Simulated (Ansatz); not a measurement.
In doubt: masses and optical values from hybrid runs of this build are listed as unsure, which bears on the screening that GW takes from such a start.

Rows from a G0W0 calculation on In2GaSbAs2 (zincblende [001] superlattice) (Ansatz 0.2.0; G0W0 on HSE06, plane waves, PAW; PAW set soft_1; 4×4×2 mesh, 805 empty bands, screening to 105 eV, PAW set soft_1 files), in eV. Spin-orbit coupling is left out.

```csv
row,k,band,start,Σx,Σc at the solution,Vxc
A,Γ,v3,7.585,-15.759,0.607,-15.046
B,Γ,v1,7.829,-15.706,0.881,-14.679
C,Γ,v2,7.635,-16.032,0.950,-14.946
D,Γ,c2,9.418,-6.736,-3.575,-10.138
E,Γ,c1,8.260,-11.040,-3.271,-14.331
F,Γ,c3,9.446,-7.476,-3.599,-10.944
```

Q: Work out each quasiparticle level and how far it moved.

The quasiparticle equation reads E = start + Σx + Σc(E) − Vxc.

```csv
row,E (eV),shift (eV)
A,7.479,−0.105
B,7.683,−0.146
C,7.500,−0.136
D,9.245,−0.173
E,8.280,+0.020
F,9.316,−0.130
```

The gap over the computed points goes from 0.43 eV to 0.60 eV.

Limits: not at the basis limit; mesh may overstate the screening; no spin-orbit coupling; coarse k mesh.

[Paths, hosts, dates, memory and timing lines, banners, echoed tables and standing remarks are left out of the program output.]

[Logs are printed without paths, hosts, clocks, repeated set-up lines and the standing remarks that a program may print on its own settings, such as how far it seeks lower states.]

[Runs of the session that timed out or met a known fault of the program may be left out.]

[Cells called generated may have been cut or substituted from an entry of the Crystallography Open Database or the Materials Project.]

[Hosts, paths, dates, database ids (printed as entryN), source tags and the programs' standing remarks are cut or masked in the printed files.]
